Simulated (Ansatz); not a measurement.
## Phonons of CaPd (Pm-3m) against volume

Aim: how the phonons of CaPd (Pm-3m) shift with volume, and the thermal expansion that follows.

Main program and level: Ansatz 0.2.0; DFT PBEsol, scalar-relativistic, plane waves, PAW; PAW set soft_1.

## (1) The structure

Symmetry: Pm-3m, No. 221, cubic system. Conventional cell: a = 3.468 Å, b = 3.468 Å, c = 3.468 Å, α = 90.00°, β = 90.00°, γ = 90.00°. Nearest to Ca lie 8 Pd at 3.00 Å. Nearest to Pd lie 8 Ca at 3.00 Å. Farther neighbours are not listed.

## (2) The dispersion

The cell comes from relaxations at this level that are not shown. Stability and thermal properties need the whole zone. Linear response on a 4×4×4 q mesh gives force constants as far as a supercell of that size would.

input.yaml reads:

```yaml
crystal:
  lattice:
    - [3.4682469573, 0.0, 0.0]
    - [0.0, 3.4682469573, 0.0]
    - [0.0, 0.0, 3.4682469573]
  atoms:
    - { symbol: Ca, position: [0.0, 0.0, 0.0] }
    - { symbol: Pd, position: [0.5, 0.5, 0.5] }
kpoints:
  mp_grid: { grid: [12, 12, 12] }
hamiltonian:
  xc: pbesol
  pseudopotentials: { kind: paw, azcp: { folder: soft_1 }, xc_functional: pbe }
scf:
  occupations: { method: methfessel_paxton, width: 0.2 }
output:
  eigenvalues: true
phonons:
  method: dfpt
  qmesh: [4, 4, 4]
  temperatures: { t_max: 1000, t_step: 50 }
  qpath:
    path:
      - [[0.0, 0.0, 0.0], [0.0, 0.5, 0.0], [0.5, 0.5, 0.0], [0.0, 0.0, 0.0], [0.5, 0.5, 0.5], [0.0, 0.5, 0.0]]
      - [[0.5, 0.5, 0.5], [0.5, 0.5, 0.0]]
    npoints: 10
```

Run with:

```
$ ansatz run input.yaml --threads 4 --pin off --max-ram 10240MiB --backend cpu --events-out ev --progress --plain --runs-dir out
```

Numbers of over 12 decimals in the logs are rounded to 6 here.

Log:

```text
Engine: ansatz 0.2.0, aarch64-unknown-linux-gnu
Pseudopotentials: kind: paw
Pseudopotential: Ca, paw, valence charge 10, recommended cutoff 420 eV (normal), soft_1/Ca.paw.azcp
Pseudopotential: Pd, paw, valence charge 18, recommended cutoff 420 eV (normal), soft_1/Pd.paw.azcp
Functional definition: PBEsol
  exchange = pbesol_x
  correlation = pbesol_c
Crystal: 2 atoms, lattice volume = 41.719 Å³
Basis set: ecut = 420 eV, 799 PW (Γ), exchange–correlation on 48×48×48 points (8 copies of the dense FFT grid, shifted against one another)
Bands: 18, of which v1, the nominal top of the filled ones, is band 14 counted from 1 (13 counted from 0)
Symmetry: 48 space group operations
k-points: 84 of 1728
Non-local potential: Ca, projectors of the file, l = 0: 3, l = 1: 2, l = 2: 2
Non-local potential: Pd, projectors of the file, l = 0: 2, l = 1: 2, l = 2: 2, l = 3: 1
PAW form: soft (Blöchl's): semilocal exchange-correlation on the pseudo side does not see the compensation charge
PAW frozen core: Ca, regenerated for the run's functional, and the local potential with it (the file was generated under x = pbe(κ = 0.804, μ = 0.219515), c = pbe(β = 0.066725))
PAW frozen core: Pd, regenerated for the run's functional, and the local potential with it (the file was generated under x = pbe(κ = 0.804, μ = 0.219515), c = pbe(β = 0.066725))
PAW one-centre angular grid: Ca, 110 points (default); XC on 64 Gauss nodes
PAW one-centre angular grid: Pd, 590 points (default); XC on 64 Gauss nodes
Initial density: superposition of atomic densities (chi_scale 0.1, normalization cell, long waves kept (reshape's long-wave potential 0.00 eV rms))
Initial wavefunctions: pseudopotential atomic-orbital guess
Functional: x = pbesol(κ = 0.804, μ = 0.123457), c = pbesol(β = 0.046)
SCF iter   1: F=—  HF=-8718.001579 eV  |F-HF|=—  |Δ(HF+E_count)|=         —  Δρ=5.21e-1  dr2=2.11e2  ethr=3.10e-3  ⟨swp⟩=7.1  Hψ=19430  notcnv=0
automatic band count: the SCF goes on with 22 bands, as 18 were too few: they end inside the smearing window of the response
preconditioner: auto → none  [metal: Δε(μ)=0.018 eV  Ē_g=5.551 eV  σ=0.200 eV  W_gap=0.08  n_scr=6 (ndim 8)  ℏωp=19.9 eV  f_vac=0.000  D(μ)=1.24/eV (n_scr^D=6)  sad-step TF]
SCF iter   2: F=—  HF=-8709.175698 eV  |F-HF|=—  |Δ(HF+E_count)|=    8.83e0  S|Δr|=    0.00e0  Δρ=3.12e-1  dr2=6.26e1  ethr=3.10e-3  ⟨swp⟩=3.2  Hψ=4281  notcnv=0  defer=144
SCF iter   3: F=—  HF=-8703.832623 eV  |F-HF|=—  |Δ(HF+E_count)|=    5.34e0  S|Δr|=    0.00e0  Δρ=1.49e-1  dr2=1.85e1  ethr=3.10e-3  ⟨swp⟩=3.5  Hψ=4228  notcnv=0  defer=150
SCF iter   4: F=—  HF=-8702.162976 eV  |F-HF|=—  |Δ(HF+E_count)|=    1.67e0  S|Δr|=    0.00e0  Δρ=5.08e-2  dr2=2.07e0  ethr=3.10e-3  ⟨swp⟩=2.1  Hψ=3348  notcnv=0  defer=169
SCF iter   5: F=—  HF=-8701.687666 eV  |F-HF|=—  |Δ(HF+E_count)|=   4.75e-1  S|Δr|=    0.00e0  Δρ=1.58e-2  dr2=9.66e-2  ethr=3.10e-3  ⟨swp⟩=3.0  Hψ=3543  notcnv=0  defer=165
SCF iter   6: F=—  HF=-8701.677071 eV  |F-HF|=—  |Δ(HF+E_count)|=   1.06e-2  S|Δr|=    0.00e0  Δρ=4.81e-3  dr2=2.42e-2  ethr=3.45e-4  ⟨swp⟩=2.2  Hψ=3069  notcnv=0  defer=164
SCF iter   7: F=—  HF=-8701.671120 eV  |F-HF|=—  |Δ(HF+E_count)|=   5.95e-3  S|Δr|=    0.00e0  Δρ=2.08e-3  dr2=3.76e-3  ethr=8.63e-5  ⟨swp⟩=1.2  Hψ=1722  notcnv=0  defer=164
SCF iter   8: F=—  HF=-8701.670406 eV  |F-HF|=—  |Δ(HF+E_count)|=   7.14e-4  S|Δr|=    0.00e0  Δρ=8.72e-4  dr2=7.21e-4  ethr=1.34e-5  ⟨swp⟩=1.0  Hψ=1723  notcnv=0  defer=164
SCF iter   9: F=—  HF=-8701.670213 eV  |F-HF|=—  |Δ(HF+E_count)|=   1.94e-4  S|Δr|=    0.00e0  Δρ=8.86e-5  dr2=7.17e-6  ethr=2.58e-6  ⟨swp⟩=2.3  Hψ=2257  notcnv=0  defer=164
SCF iter  10: F=—  HF=-8701.670211 eV  |F-HF|=—  |Δ(HF+E_count)|=   2.00e-6  S|Δr|=    0.00e0  Δρ=1.92e-5  dr2=2.77e-7  ethr=2.56e-8  ⟨swp⟩=2.1  Hψ=2466  notcnv=0  defer=164
[...]
SCF 1 converged in 13 iterations: F = -8701.670213 eV  dr2 = 4.63e-13
  greatest PAW one-centre occupation: 0.999 electrons in one spin orbital (limit 2), on the Pd atom at site 1 (counted from 0), in its partial waves of l = 0
Initial density: read from a saved state, or passed on in memory by an earlier SCF of this step, an earlier step, the calling program or the single point that the run made first
iter 1 solved again at ethr=1.04e-5 eV; its pass at ethr=3.10e-3 eV (dr2=2.92e-3 eV) is discarded
SCF iter   1: F=—  HF=-8701.670207 eV  |F-HF|=—  |Δ(HF+E_count)|=         —  Δρ=5.05e-6  dr2=3.17e-9  ethr=1.04e-5  ⟨swp⟩=1.7  Hψ=10358  notcnv=0
eigensolver tolerance schedule: the retry pair's looser diagonalisation over-reported the residual by 920352.24 of it (diagonalisation noise at an unbounded share of the residual, at the tolerance the schedule requests for it); recorded, not acted on — ethr = c·dr2/N_el stays at c = 1.0e-1
preconditioner: auto → none  [metal: Δε(μ)=0.083 eV  Ē_g=11.822 eV  σ=0.200 eV  W_gap=0.34  n_scr=6 (ndim 8)  ℏωp=24.4 eV  f_vac=0.000  D(μ)=0.68/eV (n_scr^D=0)]
SCF iter   2: F=—  HF=-8701.670213 eV  |F-HF|=—  |Δ(HF+E_count)|=   5.65e-6  S|Δr|=    0.00e0  Δρ=3.70e-6  dr2=2.87e-9  ethr=1.13e-11  ⟨swp⟩=4.0  Hψ=4305  notcnv=0
SCF iter   3: F=—  HF=-8701.670213 eV  |F-HF|=—  |Δ(HF+E_count)|=  5.86e-10  S|Δr|=    0.00e0  Δρ=2.01e-6  dr2=6.18e-10  ethr=1.03e-11  ⟨swp⟩=2.0  Hψ=2303  notcnv=0
SCF iter   4: F=—  HF=-8701.670213 eV  |F-HF|=—  |Δ(HF+E_count)|=  1.27e-10  S|Δr|=    0.00e0  Δρ=1.21e-6  dr2=1.81e-10  ethr=2.21e-12  ⟨swp⟩=1.0  Hψ=1517  notcnv=0
SCF iter   5: F=—  HF=-8701.670213 eV  |F-HF|=—  |Δ(HF+E_count)|=  2.91e-11  S|Δr|=    0.00e0  Δρ=7.87e-7  dr2=7.49e-11  ethr=1.00e-12  ⟨swp⟩=1.0  Hψ=1512  notcnv=0
SCF iter   6: F=—  HF=-8701.670213 eV  |F-HF|=—  |Δ(HF+E_count)|=  3.64e-12  S|Δr|=    0.00e0  Δρ=6.36e-7  dr2=4.96e-11  ethr=1.00e-12  ⟨swp⟩=1.0  Hψ=1512  notcnv=0
SCF iter   7: F=—  HF=-8701.670213 eV  |F-HF|=—  |Δ(HF+E_count)|=  7.28e-12  S|Δr|=    0.00e0  Δρ=4.46e-7  dr2=2.48e-11  ethr=1.00e-12  ⟨swp⟩=1.0  Hψ=1512  notcnv=0
SCF iter   8: F=—  HF=-8701.670213 eV  |F-HF|=—  |Δ(HF+E_count)|=  1.82e-12  S|Δr|=    0.00e0  Δρ=3.08e-7  dr2=1.17e-11  ethr=1.00e-12  ⟨swp⟩=1.0  Hψ=1512  notcnv=0
SCF iter   9: F=-8701.670213 eV  HF=-8701.670213 eV  |F-HF|=0.00e0  |Δ(HF+E_count)|=  3.64e-12  S|Δr|=    0.00e0  Δρ=1.27e-7  dr2=1.98e-12  ethr=1.00e-12  ⟨swp⟩=2.0  Hψ=3042  notcnv=0
SCF 2 converged in 9 iterations: F = -8701.670213 eV  dr2 = 1.98e-12
phonons: the bands overlap, so this run is a metal and interpolates without the dipole-dipole term. If the crystal is really an insulator or semiconductor, its LO-TO splitting is missing
NSCF: frozen V_eff on 84 k-points
WARN: eigensolver did not converge (k=11): 1 band(s) unlocked after 20 sweeps at ethr=1.15e-12 eV (storage-precision floor; scheduled 1.00e-12 eV) (lowest unlocked band 21, counted from 0; max residual 2.74e-6 eV among the unlocked bands, 2.74e-6 eV over every band; other slots of this pass that fall short are told together in one closing line; warning suppressed until the next SCF loop or pass starts)
NSCF: frozen V_eff on 196 k-points
DFPT response loops at q = (0, 0, 0) (fractional): preconditioner auto → Kerker (q_TF=auto, 2.553 Å⁻¹) (partly filled bands, converged f_vac=0.000); β = 1.00, the filter's whole step (`scf.mixing.beta` (0.50) is not read by the response loops under this deck's `scf.mixing.preconditioner`; to damp them name `kerker` or `kerker_dos`, under which they read `scf.mixing.beta`, and type it under 1.00, their step now; both keys bind the ground state too); Broyden in place of MSR1
NSCF: frozen V_eff on 1176 k-points
DFPT response loops at q = (0, 0, 0.25) (fractional): mixed as the last ones told, above
NSCF: frozen V_eff on 686 k-points
DFPT response loops at q = (0, 0, -0.5) (fractional): mixed as the last ones told, above
NSCF: frozen V_eff on 2016 k-points
DFPT response loops at q = (0, 0.25, 0.25) (fractional): mixed as the last ones told, above
NSCF: frozen V_eff on 1176 k-points
DFPT response loops at q = (0, 0.25, -0.5) (fractional): mixed as the last ones told, above
NSCF: frozen V_eff on 686 k-points
DFPT response loops at q = (0, -0.5, -0.5) (fractional): mixed as the last ones told, above
NSCF: frozen V_eff on 1872 k-points
DFPT response loops at q = (0.25, 0.25, 0.25) (fractional): mixed as the last ones told, above
NSCF: frozen V_eff on 2016 k-points
DFPT response loops at q = (0.25, 0.25, -0.5) (fractional): mixed as the last ones told, above
NSCF: frozen V_eff on 1176 k-points
DFPT response loops at q = (0.25, -0.5, -0.5) (fractional): mixed as the last ones told, above
NSCF: frozen V_eff on 392 k-points
DFPT response loops at q = (-0.5, -0.5, -0.5) (fractional): mixed as the last ones told, above
SCF converged after 13 iterations
Stability not checked: this state was not tested for a lower state beside it, because cold or Methfessel-Paxton smearing, or corrected tetrahedra, fill the levels in a way that the test cannot read (fill_not_monotonic; see scf.lower_state_search)
Free energy (F): -8701.670213 eV
Harris-Foulkes:  -8701.670213 eV  (|F-HF|=0.00e0)
Internal energy: -8701.670571 eV  (E = F + TS)
E sigma→0 (E₀):  -8701.670302 eV
Entropy (-TS):   0.000358 eV (0.179 meV/atom)
Fermi energy:    12.004398 eV
--- Per-component energies (eV) ---
  E_band       = -366.588206
  E_kinetic    = 707.967749
  E_local      = -3140.934033  (includes V_loc(G=0)·N_el)
  E_nonlocal   = 463.582402
  E_hartree    = 1219.410204
  E_xc         = -265.029916
  E_vxc        = -333.705329  (∫ρ·V_xc dr)
  E_paw        = -4590.407245  (= ΣΔE_a)
  E_vpaw       = -502.319654  (= ΣTr[D̂ρ^β])
  E_aug_tail   = 0.000209  (compensation charges beyond the density's cutoff)
  E_ewald      = -3096.681260
  E_core_change = 0.421320  (= ΣΔE_core)
  E_smearing   = 0.000358  (= −TS)
  E_closure    = 0.000000  (closes the sum)
  Σ components = -8701.670213   (vs F -8701.670213, Δ=0.00e0)
--- Band table (eV; the first three rows and the last of 84) ---
  k-point 0: bands = [... 10 lower, 8.5794, 10.0098, 10.0098, 10.0098, 15.1136, 15.1136, 17.9897, 17.9897, ... 4 higher]
  k-point 1: bands = [... 10 lower, 8.6336, 9.9921, 9.9921, 10.0197, 15.0634, 15.0875, 17.6116, 17.6116, ... 4 higher]
  k-point 2: bands = [... 10 lower, 8.7889, 9.9444, 9.9444, 10.0469, 14.9125, 14.9236, 16.9759, 16.9759, ... 4 higher]
  k-point 83: bands = [... 10 lower, 9.1883, 10.6401, 10.6401, 12.4502, 12.4502, 12.4502, 16.8222, 18.6683, ... 4 higher]
--- Phonons (Γ-DFPT): 2 representative perturbations + reference (Σ response iterations 7) ---
  ASR residual: 5.910e-5 → 0.000e0 eV/Å²; symmetrization residual: 1.188e-5 eV/Å²
  ASR residual per site (eV/Å²): 3.75e-5 5.91e-5
  Γ frequencies (cm⁻¹): 0.00 0.00 0.00 160.75 160.75 160.75
--- Phonons (arbitrary-q DFPT): 10 irreducible q on the 4×4×4 mesh ---
  q = [0.0000, 0.0000, 0.0000] (star 1, of the zone-centre solve; hermiticity 8.59e-6, symmetrization 2.19e-12): -0.00 -0.00 0.00 160.75 160.75 160.75
  q = [0.0000, 0.0000, 0.2500] (star 6, 4 solved perturbations in 1848 linear systems a pass and spin channel, the states on 588 of 1728 k-point pairs; hermiticity 2.75e-6, symmetrization 2.16e-12): 53.90 53.90 64.89 147.86 147.86 201.48
  q = [0.0000, 0.0000, -0.5000] (star 3, 4 solved perturbations in 1078 linear systems a pass and spin channel, the states on 343 of 1728 k-point pairs; hermiticity 2.18e-7, symmetrization 1.08e-7): 76.53 91.35 91.35 124.67 124.67 237.05
  q = [0.0000, 0.2500, 0.2500] (star 12, 4 solved perturbations in 3108 linear systems a pass and spin channel, the states on 1008 of 1728 k-point pairs; hermiticity 2.80e-6, symmetrization 3.02e-13): 35.86 71.36 83.03 138.07 187.36 188.27
  q = [0.0000, 0.2500, -0.5000] (star 12, 6 solved perturbations on 588 of 1728 k-point pairs; hermiticity 2.70e-6, symmetrization 7.63e-8): 53.17 67.52 94.14 121.64 177.29 224.16
  q = [0.0000, -0.5000, -0.5000] (star 3, 4 solved perturbations in 1078 linear systems a pass and spin channel, the states on 343 of 1728 k-point pairs; hermiticity 2.06e-6, symmetrization 5.30e-11): 40.46 40.46 96.70 117.27 211.98 211.98
  q = [0.2500, 0.2500, 0.2500] (star 8, 2 solved perturbations on 936 of 1728 k-point pairs; hermiticity 9.57e-7, symmetrization 5.43e-13): 58.67 58.67 81.85 181.27 181.27 181.73
  q = [0.2500, 0.2500, -0.5000] (star 12, 4 solved perturbations in 3108 linear systems a pass and spin channel, the states on 1008 of 1728 k-point pairs; hermiticity 1.82e-6, symmetrization 1.61e-8): 54.74 71.00 78.44 174.18 176.62 218.09
  q = [0.2500, -0.5000, -0.5000] (star 6, 4 solved perturbations in 1848 linear systems a pass and spin channel, the states on 588 of 1728 k-point pairs; hermiticity 1.90e-6, symmetrization 1.66e-8): 58.09 58.09 81.71 176.30 213.71 213.71
  q = [-0.5000, -0.5000, -0.5000] (star 1, 2 solved perturbations on 196 of 1728 k-point pairs; hermiticity 2.67e-9, symmetrization 1.33e-9): 71.51 71.51 71.51 217.54 217.54 217.54
  sum rule: each row above includes the acoustic sum rule's correction from the zone centre's row sums; it moved no ω² by more than (0.50 cm⁻¹)²
  mesh force constants: q→R imaginary residual 2.16e-18; ASR residual 5.910e-5 → 0.000e0 eV/Å²; symmetrization residual 2.665e-15 eV/Å²
  interpolated dispersion: 62 rows × 6 modes
  density of states and harmonic sums: on the 20×20×20 q-mesh, interpolated from the force constants of a 4×4×4 supercell (no non-analytic term)
  largest difference from the sums on the solved wave vectors: F 1.40e-2 eV, S 1.80e-5 and C_V 4.01e-6 eV/K
  zero-point energy: 0.045678 eV/cell   skipped modes (ω ≤ 0): 3   left out of the sums: 6.25e-5 of the cell's modes: C_V's classical limit lies that fraction below 3 k_B per atom; for a crystal, a wire or a layer, F and S can be off by more, and a phonons.interpolated_qmesh denser along its periods is the remedy for the sampling
```

Wall time 4.5 min (4 threads of Arm Neoverse V2, shared host); peak memory 2 GiB; 17 min of CPU time.

Numbers from this step:

| Item | Value |
| --- | --- |
| volume per atom | 20.86 Å³ |
| gap on the k-mesh | 0 eV |
| sum-rule residual before enforcement | 5.91e-5 eV/Å² |
| lowest frequency on the path | 0 cm⁻¹ |
| point group | m-3m |
| highest frequency on the path or at a solved wavevector | 237.1 cm⁻¹ |
| mean frequency | 122.8 cm⁻¹ |
| Debye temperature (second moment) | 255 K |
| logarithmic mean frequency | 106.1 cm⁻¹ |
| highest optical mode at the zone centre (no LO-TO term) | 160.8 cm⁻¹ |
| lowest optical zone-centre mode | 160.8 cm⁻¹ |
| lowest mode on the q mesh (acoustic modes at Γ apart) | 35.86 cm⁻¹ |
| zero-point energy per atom | 22.84 meV |
| heat capacity at 300 K | 24.07 J/(mol atoms K) |
| vibrational entropy at 300 K | 42.23 J/(mol atoms K) |
| edges of the widest gap between branches, on path and mesh | 96.7, 117.3 cm⁻¹ |

Frequencies (cm⁻¹) solved at each irreducible wavevector; negative means imaginary. Frequencies by wavevector, by row:

| q in reciprocal lattice units | star | mode 1 | mode 2 | mode 3 | mode 4 | mode 5 | mode 6 |
| --- | --- | --- | --- | --- | --- | --- | --- |
| 0 0 0 | 1 | 0 | 0 | 0 | 160.8 | 160.8 | 160.8 |
| 0 0 0.25 | 6 | 53.9 | 53.9 | 64.9 | 147.9 | 147.9 | 201.5 |
| 0 0 -0.5 | 3 | 76.5 | 91.3 | 91.3 | 124.7 | 124.7 | 237.1 |
| 0 0.25 0.25 | 12 | 35.9 | 71.4 | 83 | 138.1 | 187.4 | 188.3 |
| 0 0.25 -0.5 | 12 | 53.2 | 67.5 | 94.1 | 121.6 | 177.3 | 224.2 |
| 0 -0.5 -0.5 | 3 | 40.5 | 40.5 | 96.7 | 117.3 | 212 | 212 |
| 0.25 0.25 0.25 | 8 | 58.7 | 58.7 | 81.8 | 181.3 | 181.3 | 181.7 |
| 0.25 0.25 -0.5 | 12 | 54.7 | 71 | 78.4 | 174.2 | 176.6 | 218.1 |
| 0.25 -0.5 -0.5 | 6 | 58.1 | 58.1 | 81.7 | 176.3 | 213.7 | 213.7 |
| -0.5 -0.5 -0.5 | 1 | 71.5 | 71.5 | 71.5 | 217.5 | 217.5 | 217.5 |

Symmetry leaves 10 wavevectors to solve. The lowest mode among them, the acoustic zeros apart, lies at q = (0, 0.25, 0.25) and is real, 35.9 cm⁻¹.

## (3) Relaxing at another volume, volume ratio 0.97

The volume is scaled by 0.97 and held; symmetry leaves nothing to relax, so this is a single point. The modes can then be followed against volume.

input.yaml, the sections that differ from step 2:

```yaml
crystal:
  lattice:
    - [3.4332117644, 0.0, 0.0]
    - [0.0, 3.4332117644, 0.0]
    - [0.0, 0.0, 3.4332117644]
  atoms:
    - { symbol: Ca, position: [0.0, 0.0, 0.0] }
    - { symbol: Pd, position: [0.5, 0.5, 0.5] }
output:
  forces: true
  stress: true
  eigenvalues: true
  write_density: true
  write_potential: true
  elf: true
  volumetric_format: npy
# kpoints, hamiltonian, scf: as in step 2
# phonons: removed
```

Log:

```text
[...]
Crystal: 2 atoms, lattice volume = 40.467 Å³
Basis set: ecut = 420 eV, 751 PW (Γ), exchange–correlation on 48×48×48 points (8 copies of the dense FFT grid, shifted against one another)
Bands: 18, of which v1, the nominal top of the filled ones, is band 14 counted from 1 (13 counted from 0)
Symmetry: 48 space group operations
[...]
k-points: 84 of 1728
[...]
--- Band table (eV; the first three rows and the last of 84) ---
  k-point 0: bands = [... 10 lower, 8.9123, 10.4192, 10.4192, 10.4192, 15.6259, 15.6259, 18.5871, 18.5871]
  k-point 1: bands = [... 10 lower, 8.9699, 10.4011, 10.4011, 10.4296, 15.5717, 15.6032, 18.1955, 18.1955]
  k-point 2: bands = [... 10 lower, 9.1349, 10.3524, 10.3524, 10.4584, 15.4210, 15.4388, 17.5359, 17.5359]
  k-point 83: bands = [... 10 lower, 9.5811, 11.0815, 11.0815, 12.8728, 12.8728, 12.8728, 17.4722, 19.2854]
[key lines of the parts left out:]
SCF converged after 11 iterations
Free energy (F): -8701.662297 eV
Fermi energy:    12.480341 eV
P = ⅓ Tr σ = 2.0821 GPa (20.821 kbar)
```

Wall time 1.5 s (4 threads); peak memory 0.35 GiB.

This step gave:

```
pressure        : 2.082 GPa
volume per atom : 20.23 Å³
```

Valence density in the ac plane at fractional y = 0.000, with atoms of Ca within 0.2 Å of it. It is the smooth field of the valence electrons, not physical close to the nuclei.

Ten even steps from '0' (0.1 e/Å³) to '9' (6.7 e/Å³), each cell a mean:
```
97410000000258
64200000000135
22100000000012
00000000000000
00000000000000
00000000000000
00000000000000
00000000000000
00000000000000
00000000000000
11000000000001
54200000000124
87410000000247
98510000000269
```
Columns run along a (3.4 Å), rows up along c (3.4 Å). Atoms in or near the plane, at fractional coordinates: Ca at (0.00, 0.00).

ELF in the ac plane at fractional y = 0.000, with atoms of Ca within 0.2 Å of it. It is the smooth field of the valence electrons, not physical close to the nuclei.

Ten even steps from '_' (0.05) to '@' (0.85), each cell a mean:
```
@@@@@@%%::__________==@@@@@@
@@@@@@**..____..____::##@@@@
@@%%**::____..::..____--##@@
==--..____..::::::..____::==
________..::::--::::..______
______..::::::::::::::..____
____..::::--::::::--::::..__
______..::::::::::::::..____
________..::::--::::..______
--::..____..::::::..____..::
%%%%++..____..::..____::**%%
@@@@@@++..____..____..**@@@@
@@@@@@%%::__________--%%@@@@
%%@@@@%%--__________==@@@@@@
```
Columns run along a (3.4 Å), rows up along c (3.4 Å). Atoms in or near the plane, at fractional coordinates: Ca at (0.00, 0.00).

Electrostatic potential energy in the ac plane at fractional y = 0.000, with atoms of Ca within 0.2 Å of it. With pseudopotentials it is smooth inside the atoms' cores, unlike the true potential.

Values in eV, 14 rows by 14 columns, each cell a mean:
```
-52 -49 -33 -10   4  10  12  13  12   9   2 -15 -37 -50
-43 -35 -19  -3   7  11  13  13  13  10   5  -6 -23 -37
-19 -14  -5   4  10  12  14  14  13  12   9   2  -6 -15
  0   2   6   9  12  14  15  15  14  13  11   9   5   2
  9   9  11  12  14  15  15  15  15  15  13  12  10   9
 12  12  13  14  15  15  16  16  15  15  14  13  13  12
 13  13  14  14  15  15  16  16  16  15  15  14  13  13
 12  12  13  14  15  15  16  16  16  15  15  14  13  12
  9  10  11  13  14  15  15  15  15  15  14  12  11  10
  3   5   7  10  12  14  15  15  15  14  12  10   7   4
-13  -9  -1   6  10  13  14  14  14  12   9   4  -3 -10
-38 -31 -17  -1   7  11  13  14  13  11   6  -5 -19 -33
-52 -47 -31  -9   5  10  12  13  12   9   2 -14 -35 -49
-52 -52 -38 -13   3   9  12  13  12   9   0 -19 -43 -52
```
Columns run along a (3.4 Å; values clipped at the 3rd and 97th percentile), rows up along c (3.4 Å). Atoms in or near the plane, at fractional coordinates: Ca at (0.00, 0.00).

(Part 1 of 2 ends here.)

[Logs are printed without paths, hosts, clocks, repeated set-up lines and the standing remarks that a program may print on its own settings, such as how far it seeks lower states.]

[Hosts, paths, dates, database ids (printed as entryN), source tags and the programs' standing remarks are cut or masked in the printed files.]
